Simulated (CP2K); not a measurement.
Two runs for the N K edge of hydroxyacetonitrile. Run A: CP2K XAS_TDP, all-electron GAPW, PBEh(45%), aug-cc-pVDZ, TDA, no relativity. Run B differs in one setting.

First lines with a strength over 0.0015. A:

| atom | energy (eV) | states | strength, one atom |
| --- | --- | --- | --- |
| N1 (bonded to C) | 395.39 | 1 | 0.0547 |
|  | 395.92 | 1 | 0.0545 |
|  | 401.53 | 1 | 0.0044 |
|  | 401.60 | 1 | 0.0027 |
|  | 401.87 | 1 | 0.0028 |

B:

| atom | energy (eV) | states | strength, one atom |
| --- | --- | --- | --- |
| N1 (bonded to C) | 400.95 | 1 | 0.0540 |
|  | 401.48 | 1 | 0.0537 |
|  | 407.10 | 1 | 0.0043 |
|  | 407.17 | 1 | 0.0027 |
|  | 407.44 | 1 | 0.0028 |

Which was it: the functional, the basis, GW2X switched on, scalar relativity switched on?

GW2X switched on. GW2X shifts an atom's lines together and keeps their spacings. Against PBEh(45%) in aug-cc-pVDZ, the leading line moves by +5.56 eV, to 400.95 eV.

[Hosts, paths, dates, database ids (printed as entryN), source tags and the programs' standing remarks are cut or masked in the printed files.]
